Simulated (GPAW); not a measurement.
Computed results, one entry a study.

## PtS2 (1T monolayer): G0W0 with GPAW, start to end

The cell holds 3 atoms: 1 Pt and 2 S. Its edges and angles: a = 3.507 Å, b = 3.507 Å, c = 13.900 Å, α = 90.0°, β = 90.0°, γ = 120.0°. Vacuum lies along c.

```xyz
3
Lattice="3.5075 0.0000 0.0000 -1.7537 3.0376 0.0000 0.0000 0.0000 13.9000" Properties=species:S:1:pos:R:3
Pt    0.0000    0.0000    6.9500
S     0.0000    2.0250    8.1622
S     1.7537    1.0125    5.7378
```

```
method                               : DFT, LDA, plane waves, PAW (and 1 further level or step)
program                              : GPAW 26.7.0
settings                             : cutoff 450 eV, GPAW PAW setups 1.2.1 data release, 9×9×1 k-mesh, nbands 250
cost                                 : 3 runs, 4.6 min in all on 4 MPI ranks of Arm Neoverse V1, shared host
notes                                : The structure was relaxed with LDA. Limits: no spin polarisation; no spin-orbit coupling. The runs have no spin polarisation. For a closed low-spin shell that is the natural state; where a d or f shell is open it is a constraint, and the gap is then not the crystal’s own.
LDA gap                              : 1.76 eV, indirect
G0W0 gap on the mesh                 : 2.89 eV
G0W0 gap over the zone (rigid shift) : 2.85 eV
GW settings                          : 9×9×1 mesh, 111 bands, screening to 48 eV, full frequency, Hilbert transform
known limits                         : short of the basis limit; no spin polarisation; d states lean on the start; no spin-orbit coupling
```

G0W0 moves the gap on the mesh from 1.80 eV to 2.89 eV (+1.09 eV), with Z of 0.72 and 0.70 at the edges. The mesh misses the band edges by 0.04 eV in all; a rigid shift gives 2.85 eV for the zone.

[Long decimals in the printed logs are rounded to 6 places.]

[Logs are printed without paths, hosts, clocks, repeated set-up lines and the standing remarks that a program may print on its own settings, such as how far it seeks lower states.]

[Paths, hosts, dates, memory and timing lines, banners, echoed tables and standing remarks are left out of the program output; an Ansatz launch command may be rebuilt from the run's recorded settings. Measured values are a selection of at most five: reports struck by readers or far from the other reports are left out. None is set beside runs whose start may be inverted or whose files or cutoffs have a known fault.]

[Runs of the session that timed out or met a known fault of the program may be left out.]

[Hosts, paths, dates, database ids (printed as entryN), source tags and the programs' standing remarks are cut or masked in the printed files.]

[Where the starting crystal was built by hand or by swapping elements, it need not be the compound's stable phase.]
